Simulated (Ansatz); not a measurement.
## Y on Zr(0001): change of the work function

Aim: the work function of Zr(0001) at several coverages of Y (fcc site), and the dipole that each adsorbate carries.

Calculated with Ansatz 0.2.0; plane-wave DFT, PBE, Ansatz PAW.

**1. Starting point**

The cell holds 4 atoms: 4 Zr. Its edges and angles: a = 3.230 Å, b = 3.230 Å, c = 25.718 Å, α = 90.0°, β = 90.0°, γ = 60.0°. Vacuum lies along c.

**2. The clean slab**

The bare slab comes first, as the zero from which every change is counted. The two lowest layers are held at bulk places and the upper ones relax. The dipole correction removes the false field that a one-sided slab makes across the periodic vacuum, so each face gets a flat vacuum level of its own.

Contents of input.yaml:

```yaml
crystal:
  lattice:
    - [3.23, 0.0, 0.0]
    - [1.615, 2.7972620542, 0.0]
    - [0.0, 0.0, 25.718085]
  atoms:
    - { symbol: Zr, position: [0.6666666667, 0.6666666667, 0.3499482951] }
    - { symbol: Zr, position: [0.0, 0.0, 0.449982765] }
    - { symbol: Zr, position: [0.6666666667, 0.6666666667, 0.550017235] }
    - { symbol: Zr, position: [0.0, 0.0, 0.6500517049] }
kpoints:
  mp_grid: { grid: [12, 12, 1] }
hamiltonian:
  xc: pbe
scf:
  occupations: { method: fermi_dirac, width: 0.1 }
  convergence: { dr2_threshold: 1.0e-08 }
efield:
  axis: 3
  dipole_correction: true
  ramp_position: 0.97
  ramp_width: 0.06
relax:
  f_tol: 0.02
  max_steps: 60
  constraints: [{ sites: [0, 1] }]
output:
  write_potential: true
  write_density: true
  volumetric_format: npy
```

Launch:

```bash
> ansatz run input.yaml --threads 4 --pin off --max-ram 16384MiB --backend cpu --events-out ev --progress --plain --runs-dir out
```

Standard output:

```text
Engine: ansatz 0.2.0, aarch64-unknown-linux-gnu
Pseudopotentials: kind: paw
Pseudopotential: Zr, paw, valence charge 12, recommended cutoff 420 eV (normal), Zr.paw.azcp
Functional definition: PBE
  parameter kappa = 0.804
  parameter beta = 0.066725
  exchange = pbe_x(kappa = kappa, mu = beta*pi^2/3)
  correlation = pbe_c(beta = beta)
Crystal: 4 atoms, lattice volume = 232.367 Å³
Basis set: ecut = 420 eV, 4609 PW (Γ), exchange–correlation on 48×48×360 points (8 copies of the dense FFT grid, shifted against one another)
Bands: 29, of which v1, the nominal top of the filled ones, is band 24 counted from 1 (23 counted from 0)
Symmetry: 6 space group operations
k-points: 19 of 144 (time reversal used)
Non-local potential: Zr, projectors of the file, l = 0: 3, l = 1: 2, l = 2: 2, l = 3: 2
PAW form: soft (Blöchl's): semilocal exchange-correlation on the pseudo side does not see the compensation charge
PAW one-centre angular grid: Zr, 590 points (default); XC on 64 Gauss nodes
Initial density: superposition of atomic densities (neutral atoms: chi_scale 0, normalization atom), corrected by the library's trained network
Initial wavefunctions: pseudopotential atomic-orbital guess
Functional: x = pbe(κ = 0.804, μ = 0.219515), c = pbe(β = 0.066725)
SCF iter   1: F=—  HF=-16733.557492 eV  |F-HF|=—  |Δ(HF+E_count)|=         —  Δρ=4.44e-3  dr2=5.33e-1  ethr=1.77e-3  p=-0.000 e·Å  D=-3.08e-14 V/Å  ΔV_dip=0.00 eV  dr2_dipole=1.07e-7  V_vac-E_F(+/−)=4.13/4.13 eV  ⟨swp⟩=5.6  Hψ=5350  notcnv=0
efield: sawtooth ramp at fractional position 0.9700 (set: `efield.ramp_position`, or a place that a band, a saddle search or an elastic batch's reference lends), width 0.0600; the density the first Hamiltonian is built on has a dipole p = -0.000 e·Å; the dipole correction subtracts the counter field D = -3.08e-14 V/Å, which shifts the + side's vacuum level by +0.00 eV against the − side's; the planar-averaged density in the ramp window peaks in size at 2.6e-5 e/Å³
automatic band count: the SCF goes on with 34 bands, as 29 were too few: the levels above may hold too much charge
preconditioner: auto → LDOS  [metal: Δε(μ)=0.039 eV  Ē_g=3.166 eV  σ=0.100 eV  W_gap=0.10  n_scr=16 (ndim 8)  ℏωp=9.7 eV  f_vac=0.521  D(μ)=7.16/eV (n_scr^D=48)  β→1.0]
SCF iter   2: F=—  HF=-16733.547518 eV  |F-HF|=—  |Δ(HF+E_count)|=   9.97e-3  Δρ=1.07e-3  dr2=7.25e-3  ethr=1.11e-3  p=0.000 e·Å  D=1.44e-5 V/Å  ΔV_dip=-0.00 eV  dr2_dipole=5.05e-9  V_vac-E_F(+/−)=4.15/4.15 eV  ⟨swp⟩=1.6  Hψ=814  notcnv=0
SCF iter   3: F=—  HF=-16733.548011 eV  |F-HF|=—  |Δ(HF+E_count)|=   4.93e-4  Δρ=4.15e-4  dr2=2.47e-3  ethr=1.51e-5  p=0.000 e·Å  D=3.77e-6 V/Å  ΔV_dip=-0.00 eV  dr2_dipole=2.22e-8  V_vac-E_F(+/−)=4.17/4.17 eV  ⟨swp⟩=2.7  Hψ=1033  notcnv=0
SCF iter   4: F=—  HF=-16733.548012 eV  |F-HF|=—  |Δ(HF+E_count)|=   1.52e-6  Δρ=1.52e-4  dr2=1.70e-4  ethr=5.15e-6  p=0.000 e·Å  D=2.33e-6 V/Å  ΔV_dip=-0.00 eV  dr2_dipole=5.95e-9  V_vac-E_F(+/−)=4.17/4.17 eV  ⟨swp⟩=1.5  Hψ=817  notcnv=0
SCF iter   5: F=—  HF=-16733.548028 eV  |F-HF|=—  |Δ(HF+E_count)|=   1.60e-5  Δρ=4.96e-5  dr2=8.65e-6  ethr=3.55e-7  p=0.000 e·Å  D=5.99e-7 V/Å  ΔV_dip=-0.00 eV  dr2_dipole=1.25e-10  V_vac-E_F(+/−)=4.18/4.18 eV  ⟨swp⟩=2.2  Hψ=881  notcnv=0
SCF iter   6: F=—  HF=-16733.547888 eV  |F-HF|=—  |Δ(HF+E_count)|=   1.41e-4  Δρ=1.68e-5  dr2=1.31e-6  ethr=1.80e-8  p=0.000 e·Å  D=4.17e-7 V/Å  ΔV_dip=-0.00 eV  dr2_dipole=6.41e-11  V_vac-E_F(+/−)=4.18/4.18 eV  ⟨swp⟩=2.1  Hψ=956  notcnv=0
SCF iter   7: F=—  HF=-16733.547888 eV  |F-HF|=—  |Δ(HF+E_count)|=   6.91e-7  Δρ=5.91e-6  dr2=1.27e-7  ethr=2.73e-9  p=0.000 e·Å  D=1.54e-7 V/Å  ΔV_dip=-0.00 eV  dr2_dipole=2.77e-11  V_vac-E_F(+/−)=4.18/4.18 eV  ⟨swp⟩=2.0  Hψ=906  notcnv=0
SCF iter   8: F=-16733.547888 eV  HF=-16733.547888 eV  |F-HF|=4.81e-8  |Δ(HF+E_count)|=   6.78e-8  Δρ=1.61e-6  dr2=6.81e-9  ethr=2.08e-11  p=0.000 e·Å  D=8.39e-8 V/Å  ΔV_dip=-0.00 eV  dr2_dipole=3.85e-12  V_vac-E_F(+/−)=4.18/4.18 eV  ⟨swp⟩=7.9  Hψ=4633  notcnv=0
SCF 1 converged in 8 iterations: F = -16733.547888 eV  dr2 = 6.81e-9
  greatest PAW one-centre occupation: 0.996 electrons in one spin orbital (limit 2), on the Zr atom at site 0 (counted from 0), in its partial waves of l = 0
relax step   1: F+E_penalty+E_count = -16733.54788850 eV  Δ(F+E_penalty+E_count) = +0.000e0 eV  max|allowed force component| = 6.086e-1 eV/Å  Δτ_max = 0.0000 Å  (8 SCF iters, accepted)
Bands: 34, of which v1, the nominal top of the filled ones, is band 24 counted from 1 (23 counted from 0)
Initial density: handed on by an earlier stage of this run
Initial wavefunctions: those handed on with the density
SCF iter   1: F=—  HF=-16733.682250 eV  |F-HF|=—  |Δ(HF+E_count)|=         —  Δρ=8.16e-3  dr2=2.95e0  ethr=3.10e-3  p=0.000 e·Å  D=2.63e-8 V/Å  ΔV_dip=-0.00 eV  dr2_dipole=4.96e-1  V_vac-E_F(+/−)=4.17/4.17 eV  ⟨swp⟩=3.9  Hψ=1617  notcnv=1
efield: sawtooth ramp at fractional position 0.9700 (set: `efield.ramp_position`, or a place that a band, a saddle search or an elastic batch's reference lends), width 0.0600; the density the first Hamiltonian is built on has a dipole p = 0.000 e·Å; the dipole correction subtracts the counter field D = 2.63e-8 V/Å, which shifts the + side's vacuum level by -0.00 eV against the − side's; the planar-averaged density in the ramp window peaks in size at 6.6e-7 e/Å³
preconditioner: auto → LDOS  [metal: Δε(μ)=0.013 eV  Ē_g=3.209 eV  σ=0.100 eV  W_gap=0.03  n_scr=16 (ndim 8)  ℏωp=9.7 eV  f_vac=0.523  D(μ)=6.61/eV (n_scr^D=36)  β→1.0]
SCF iter   2: F=—  HF=-16733.583618 eV  |F-HF|=—  |Δ(HF+E_count)|=   9.86e-2  Δρ=3.85e-3  dr2=1.51e-1  ethr=3.10e-3  p=0.006 e·Å  D=4.52e-3 V/Å  ΔV_dip=-0.12 eV  dr2_dipole=7.53e-3  V_vac-E_F(+/−)=4.08/4.19 eV  ⟨swp⟩=2.1  Hψ=1007  notcnv=0
SCF iter   3: F=—  HF=-16733.575182 eV  |F-HF|=—  |Δ(HF+E_count)|=   8.44e-3  Δρ=1.72e-3  dr2=3.30e-2  ethr=3.14e-4  p=0.002 e·Å  D=1.91e-3 V/Å  ΔV_dip=-0.05 eV  dr2_dipole=1.60e-3  V_vac-E_F(+/−)=4.14/4.19 eV  ⟨swp⟩=2.1  Hψ=1085  notcnv=0
SCF iter   4: F=—  HF=-16733.570450 eV  |F-HF|=—  |Δ(HF+E_count)|=   4.73e-3  Δρ=3.20e-4  dr2=1.62e-3  ethr=6.87e-5  p=0.003 e·Å  D=2.32e-3 V/Å  ΔV_dip=-0.06 eV  dr2_dipole=6.30e-4  V_vac-E_F(+/−)=4.12/4.18 eV  ⟨swp⟩=2.2  Hψ=884  notcnv=0
SCF iter   5: F=—  HF=-16733.570491 eV  |F-HF|=—  |Δ(HF+E_count)|=   4.15e-5  Δρ=8.70e-5  dr2=4.19e-5  ethr=3.38e-6  p=0.003 e·Å  D=2.22e-3 V/Å  ΔV_dip=-0.06 eV  dr2_dipole=8.73e-12  V_vac-E_F(+/−)=4.13/4.18 eV  ⟨swp⟩=1.8  Hψ=842  notcnv=0
[...]
SCF iter   2: F=—  HF=-16733.588226 eV  |F-HF|=—  |Δ(HF+E_count)|=   1.75e-2  Δρ=1.52e-3  dr2=1.85e-2  ethr=1.00e-3  p=0.000 e·Å  D=1.96e-4 V/Å  ΔV_dip=-0.01 eV  dr2_dipole=1.41e-3  V_vac-E_F(+/−)=4.18/4.18 eV  ⟨swp⟩=2.1  Hψ=746  notcnv=0
SCF iter   3: F=—  HF=-16733.587671 eV  |F-HF|=—  |Δ(HF+E_count)|=   5.55e-4  Δρ=9.07e-4  dr2=7.70e-3  ethr=3.86e-5  p=0.002 e·Å  D=1.21e-3 V/Å  ΔV_dip=-0.03 eV  dr2_dipole=1.55e-4  V_vac-E_F(+/−)=4.15/4.18 eV  ⟨swp⟩=2.0  Hψ=1095  notcnv=0
SCF iter   4: F=—  HF=-16733.586446 eV  |F-HF|=—  |Δ(HF+E_count)|=   1.23e-3  Δρ=2.74e-4  dr2=8.39e-4  ethr=1.60e-5  p=0.001 e·Å  D=8.17e-4 V/Å  ΔV_dip=-0.02 eV  dr2_dipole=2.72e-5  V_vac-E_F(+/−)=4.16/4.18 eV  ⟨swp⟩=2.4  Hψ=905  notcnv=0
SCF iter   5: F=—  HF=-16733.586352 eV  |F-HF|=—  |Δ(HF+E_count)|=   9.43e-5  Δρ=8.20e-5  dr2=6.18e-5  ethr=1.75e-6  p=0.001 e·Å  D=5.20e-4 V/Å  ΔV_dip=-0.01 eV  dr2_dipole=1.67e-7  V_vac-E_F(+/−)=4.17/4.18 eV  ⟨swp⟩=2.2  Hψ=858  notcnv=0
SCF iter   6: F=—  HF=-16733.586339 eV  |F-HF|=—  |Δ(HF+E_count)|=   1.30e-5  Δρ=1.74e-5  dr2=2.75e-6  ethr=1.29e-7  p=0.001 e·Å  D=4.48e-4 V/Å  ΔV_dip=-0.01 eV  dr2_dipole=4.52e-8  V_vac-E_F(+/−)=4.17/4.18 eV  ⟨swp⟩=2.4  Hψ=943  notcnv=0
SCF iter   7: F=—  HF=-16733.586204 eV  |F-HF|=—  |Δ(HF+E_count)|=   1.35e-4  Δρ=3.61e-6  dr2=7.09e-8  ethr=5.73e-9  p=0.001 e·Å  D=4.12e-4 V/Å  ΔV_dip=-0.01 eV  dr2_dipole=1.38e-8  V_vac-E_F(+/−)=4.17/4.18 eV  ⟨swp⟩=2.2  Hψ=939  notcnv=0
SCF iter   8: F=-16733.586204 eV  HF=-16733.586204 eV  |F-HF|=4.09e-9  |Δ(HF+E_count)|=   3.16e-8  Δρ=1.22e-6  dr2=9.28e-9  ethr=2.08e-11  p=0.001 e·Å  D=4.07e-4 V/Å  ΔV_dip=-0.01 eV  dr2_dipole=1.17e-9  V_vac-E_F(+/−)=4.17/4.18 eV  ⟨swp⟩=9.7  Hψ=4356  notcnv=0
SCF 3 converged in 8 iterations: F = -16733.586204 eV  dr2 = 9.28e-9
relax step   3: F+E_penalty+E_count = -16733.58620364 eV  Δ(F+E_penalty+E_count) = -1.585e-2 eV  max|allowed force component| = 5.321e-2 eV/Å  Δτ_max = 0.0631 Å  (8 SCF iters, accepted)
SCF iter   1: F=—  HF=-16733.587053 eV  |F-HF|=—  |Δ(HF+E_count)|=         —  Δρ=4.83e-4  dr2=5.16e-3  ethr=3.16e-4  p=0.001 e·Å  D=4.07e-4 V/Å  ΔV_dip=-0.01 eV  dr2_dipole=1.05e-5  V_vac-E_F(+/−)=4.17/4.18 eV  ⟨swp⟩=2.0  Hψ=1029  notcnv=0
efield: sawtooth ramp at fractional position 0.9700 (set: `efield.ramp_position`, or a place that a band, a saddle search or an elastic batch's reference lends), width 0.0600; the density the first Hamiltonian is built on has a dipole p = 0.001 e·Å; the dipole correction subtracts the counter field D = 4.07e-4 V/Å, which shifts the + side's vacuum level by -0.01 eV against the − side's; the planar-averaged density in the ramp window peaks in size at 5.7e-7 e/Å³
preconditioner: auto → LDOS  [metal: Δε(μ)=0.004 eV  Ē_g=3.183 eV  σ=0.100 eV  W_gap=0.01  n_scr=16 (ndim 8)  ℏωp=9.7 eV  f_vac=0.522  D(μ)=6.82/eV (n_scr^D=48)  β→1.0]
SCF iter   2: F=—  HF=-16733.586760 eV  |F-HF|=—  |Δ(HF+E_count)|=   2.92e-4  Δρ=2.72e-4  dr2=1.00e-3  ethr=1.08e-5  p=0.001 e·Å  D=9.51e-4 V/Å  ΔV_dip=-0.02 eV  dr2_dipole=2.26e-5  V_vac-E_F(+/−)=4.15/4.18 eV  ⟨swp⟩=2.1  Hψ=911  notcnv=0
SCF iter   3: F=—  HF=-16733.586702 eV  |F-HF|=—  |Δ(HF+E_count)|=   5.86e-5  Δρ=8.73e-5  dr2=6.36e-5  ethr=2.09e-6  p=0.001 e·Å  D=6.71e-4 V/Å  ΔV_dip=-0.02 eV  dr2_dipole=7.28e-7  V_vac-E_F(+/−)=4.16/4.18 eV  ⟨swp⟩=2.1  Hψ=839  notcnv=0
SCF iter   4: F=—  HF=-16733.586682 eV  |F-HF|=—  |Δ(HF+E_count)|=   1.96e-5  Δρ=2.43e-5  dr2=2.38e-6  ethr=1.32e-7  p=0.001 e·Å  D=6.62e-4 V/Å  ΔV_dip=-0.02 eV  dr2_dipole=5.94e-9  V_vac-E_F(+/−)=4.16/4.18 eV  ⟨swp⟩=2.1  Hψ=1056  notcnv=0
SCF iter   5: F=—  HF=-16733.586552 eV  |F-HF|=—  |Δ(HF+E_count)|=   1.30e-4  Δρ=6.36e-6  dr2=2.66e-7  ethr=4.97e-9  p=0.001 e·Å  D=6.28e-4 V/Å  ΔV_dip=-0.02 eV  dr2_dipole=1.02e-11  V_vac-E_F(+/−)=4.16/4.18 eV  ⟨swp⟩=2.1  Hψ=870  notcnv=0
SCF iter   6: F=—  HF=-16733.586552 eV  |F-HF|=—  |Δ(HF+E_count)|=   9.85e-8  Δρ=2.51e-6  dr2=6.71e-8  ethr=5.53e-10  p=0.001 e·Å  D=6.03e-4 V/Å  ΔV_dip=-0.02 eV  dr2_dipole=4.48e-9  V_vac-E_F(+/−)=4.16/4.18 eV  ⟨swp⟩=2.4  Hψ=942  notcnv=0
SCF iter   7: F=-16733.586552 eV  HF=-16733.586552 eV  |F-HF|=1.46e-9  |Δ(HF+E_count)|=   6.63e-9  Δρ=9.70e-7  dr2=6.97e-9  ethr=2.08e-11  p=0.001 e·Å  D=5.86e-4 V/Å  ΔV_dip=-0.02 eV  dr2_dipole=4.64e-10  V_vac-E_F(+/−)=4.16/4.18 eV  ⟨swp⟩=6.9  Hψ=4304  notcnv=0
SCF 4 converged in 7 iterations: F = -16733.586552 eV  dr2 = 6.97e-9
relax step   4: F+E_penalty+E_count = -16733.58655243 eV  Δ(F+E_penalty+E_count) = -3.488e-4 eV  max|allowed force component| = 8.148e-3 eV/Å  Δτ_max = 0.0117 Å  (7 SCF iters, accepted)
NSCF: frozen V_eff on 19 k-points
the band table was solved once a step of the walk had ended and its energy, with any forces and stress, was formed, with the checks that follow a solve (2926 applications of the Hamiltonian). They found nothing against the state; the energy, forces and stress were not computed again (output.eigenvalues in the input reference)
WARN: The input density's exchange-correlation potential varies sharply where the density is thin. Do not read a vacuum level from v_tot or v_xc, or from such a field of the output density. On a cell that repeats whose density bears no net charge and no dipole along the vacuum's axis use v_es (v_loc + v_h of the components); under efield.dipole_correction with no amplitude use v_es + v_field, which holds any external [...]
SCF converged after 7 iterations
Free energy (F): -16733.586552 eV
Harris-Foulkes:  -16733.586552 eV  (|F-HF|=1.46e-9)
Internal energy: -16733.365929 eV  (E = F + TS)
E sigma→0 (E₀):  -16733.476241 eV
Entropy (-TS):   -0.220623 eV (-55.156 meV/atom)
Fermi energy:    3.221640 eV
Dipole field:    D = 0.000559 V/Å  (p = 0.000718 e·Å, saw-weighted, corrected)
Work function:   Φ+ = 4.1653 eV   Φ− = 4.1797 eV
Levels:          The Fermi level and band energies are counted from a zero that moves with the ramp; work functions are not
--- Per-component energies (eV) ---
  E_band       = -903.791514
  E_kinetic    = 1326.002279
  E_local      = -39066.160198  (includes V_loc(G=0)·N_el)
  E_nonlocal   = 323.579393
  E_hartree    = 18796.930185
  E_xc         = -642.831300
  E_vxc        = -758.598660  (∫ρ·V_xc dr)
  E_paw        = -11816.668412  (= ΣΔE_a)
  E_vpaw       = -322.475559  (= ΣTr[D̂ρ^β])
  E_aug_tail   = 0.000098  (compensation charges beyond the density's cutoff)
  E_efield     = 0.000000  (sawtooth field / dipole correction)
  E_vefield    = -0.000443  (∫n·V_field dr)
  E_ewald      = 14345.782025
  E_smearing   = -0.220623  (= −TS)
  E_closure    = 0.000000  (closes the sum)
  Σ components = -16733.586552   (vs F -16733.586552, Δ=0.00e0)
--- Forces (eV/Å), atoms counted from 1 ---
  atom   1  Zr     0.00000000    -0.00000000     0.45026778
  atom   2  Zr    -0.00000000     0.00000000    -0.44766616
  atom   3  Zr     0.00000000    -0.00000000    -0.00814794
  atom   4  Zr     0.00000000     0.00000000     0.00554617
  max |Σ_I F_I| component: 1.43e-7 eV/Å
--- Band table (eV; the first three rows and the last of 19) ---
  k-point 0: bands = [... 20 lower, 2.9732, 3.2750, 3.7893, 3.8564, 3.9939, 3.9939, 4.0865, 4.0865, ... 6 higher]
  k-point 1: bands = [... 20 lower, 2.8778, 3.2564, 3.5627, 3.6203, 3.8534, 3.9788, 4.1411, 4.2093, ... 6 higher]
  k-point 2: bands = [... 20 lower, 2.5727, 2.9194, 3.0801, 3.3553, 3.5026, 3.6525, 4.0458, 4.2786, ... 6 higher]
  k-point 18: bands = [... 20 lower, 2.1808, 2.4031, 2.4729, 3.2680, 3.2803, 3.3333, 3.3858, 3.4952, ... 6 higher]
--- Relaxed structure (4 steps of the walk, 4 accepted, 0 SCFs on fresh bases) ---
  F+E_penalty+E_count = -16733.58655243 eV   max|allowed force component| = 8.148e-3 eV/Å
  atoms:
    - { symbol: Zr, position: [0.666667, 0.666667, 0.3499482951] }
    - { symbol: Zr, position: [0.0, 0.0, 0.449982765] }
    - { symbol: Zr, position: [0.666667, 0.666667, 0.553889] }
    - { symbol: Zr, position: [-1.312545e-18, -4.428137e-19, 0.648750] }
```

Run time: 14 s. Hardware: 4 threads of Arm Neoverse V1, shared host; peak memory 0.57 GiB; 53 s of CPU time.

Relaxation path:

| step | energy less that of the first step (eV) | largest force component (eV/Å) |
| --- | --- | --- |
| 1 | 0.0000 | 0.6086 |
| 2 | -0.0225 | 0.4689 |
| 3 | -0.0383 | 0.0532 |
| 4 | -0.0387 | 0.0081 |

The run keeps the 6 symmetry operations that the program found, so distortions that break them were not tested.

The atoms that moved most (Å):

| atom | dx | dy | dz | length |
| --- | --- | --- | --- | --- |
| Zr3 | 0.000 | 0.000 | 0.100 | 0.100 |
| Zr4 | 0.000 | 0.000 | -0.033 | 0.033 |

The relaxed structure:

```xyz
4
Lattice="3.2300 0.0000 0.0000 1.6150 2.7973 0.0000 0.0000 0.0000 25.7181" Properties=species:S:1:pos:R:3
Zr    3.2300    1.8648    9.0000
Zr    0.0000    0.0000   11.5727
Zr    3.2300    1.8648   14.2450
Zr    0.0000    0.0000   16.6846
```

This step gave:

* energy at zero smearing: -16733.4762 eV
* work function, upper face: 4.165 eV
* dipole along the normal: 7.18e-4 e·Å

Running mean over 2.573 Å of the planar mean; the ramp of the sawtooth is left out. Electron's electrostatic potential energy less the Fermi level against z:

| z (Å) | electron's electrostatic potential energy less the Fermi level (eV) |
| --- | --- |
| 3.5 | 4.18 |
| 4.0 | 4.18 |
| 4.5 | 4.17 |
| 5.0 | 4.15 |
| 5.5 | 4.09 |
| 6.0 | 3.92 |
| 6.5 | 3.43 |
| 7.0 | 2.15 |
| 7.5 | -1.01 |
| 8.0 | -5.14 |
| 8.5 | -7.74 |
| 9.0 | -8.45 |
| 9.5 | -8.43 |
| 10.0 | -8.32 |
| 10.5 | -8.28 |
| 11.0 | -8.29 |
| 11.5 | -8.29 |
| 12.0 | -8.16 |
| 12.5 | -7.78 |
| 13.0 | -7.60 |
| 13.5 | -7.92 |
| 14.0 | -8.25 |
| 14.5 | -8.50 |
| 15.0 | -9.02 |
| 15.5 | -9.34 |
| 16.0 | -9.04 |
| 16.5 | -8.65 |
| 17.0 | -8.19 |
| 17.5 | -6.36 |
| 18.0 | -2.56 |
| 18.5 | 1.19 |
| 19.0 | 3.09 |
| 19.5 | 3.78 |
| 20.0 | 4.03 |
| 20.5 | 4.12 |
| 21.0 | 4.15 |
| 21.5 | 4.16 |
| 22.0 | 4.16 |
| 22.5 | 4.16 |

The relaxation took 4 steps and lowered the energy by 0.039 eV; the largest force on the free atoms ends at 0.0081 eV/Å.

The work function of the upper face is 4.17 eV.

[end of part 1 of 3]

[Long decimals in the printed logs are rounded to 6 places.]

[Logs are printed without paths, hosts, clocks, repeated set-up lines and the standing remarks that a program may print on its own settings, such as how far it seeks lower states.]

[Hosts, paths, dates, database ids (printed as entryN), source tags and the programs' standing remarks are cut or masked in the printed files.]

[Maps of the electrostatic potential energy from Ansatz leave out the sawtooth potential of an applied field or a dipole correction, so their vacuum need not be flat; planar profiles and work functions include it.]
